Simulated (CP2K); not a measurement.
Consider 2-trifluoromethylthiazole at its PBE geometry (Å).

```xyz
11

F    -2.4130   -1.2998   -0.1109
C    -1.9169   -0.0483    0.1670
F    -2.3234    0.2344    1.4387
F    -2.5020    0.8591   -0.6503
C    -0.4172   -0.0284    0.0468
N     0.2308    0.7851   -0.7481
C     1.5819    0.5767   -0.6382
C     1.9589   -0.4055    0.2491
S     0.5771   -1.1037    0.9804
H     2.2653    1.1759   -1.2355
H     2.9586   -0.7456    0.5011
```

Method: CP2K XAS_TDP, all-electron GAPW, PBEh(45%), aug-cc-pVDZ, TDA, GW2X-corrected core level, ZORA, spin–orbit coupling.

Q: Where do the S L₂,₃-edge lines lie, and how strong are they?

Leading lines: S9 167.56 eV. The leading line of an atom is its first one with 35 % of the strongest within 2.5 eV of its lowest line over the strength cut. Core ionisation energies at this level: S9 172.24/172.33/173.40 eV; the 2p½ level lies 1.11 eV above the 2p3/2 pair.

The first six lines of each atom with a strength over 0.0003:

| atom | energy (eV) | states | strength, one atom | above the computed threshold |
| --- | --- | --- | --- | --- |
| S9 (bonded to 2 C) | 167.12 | 1 | 0.0004 |  |
|  | 167.56 | 1 | 0.0021 |  |
|  | 167.85 | 1 | 0.0018 |  |
|  | 168.62 | 2 | 0.0017 |  |
|  | 168.99 | 1 | 0.0045 |  |
|  | 169.66 | 2 | 0.0008 |  |

Lines are vertical, at one geometry, with no vibrational structure. GW2X ionisation energies and lines can be off by 1 to 2 eV either way, and a good line position may hide errors that cancel. Rydberg lines, and the discretised continuum above threshold, depend on the basis and the box.

[Banner, clock and machine lines of the logs are left out without a mark of their own.]

[Logs are printed without paths, hosts, clocks, repeated set-up lines and the standing remarks that a program may print on its own settings, such as how far it seeks lower states.]

[Hosts, paths, dates, database ids (printed as entryN), source tags and the programs' standing remarks are cut or masked in the printed files.]
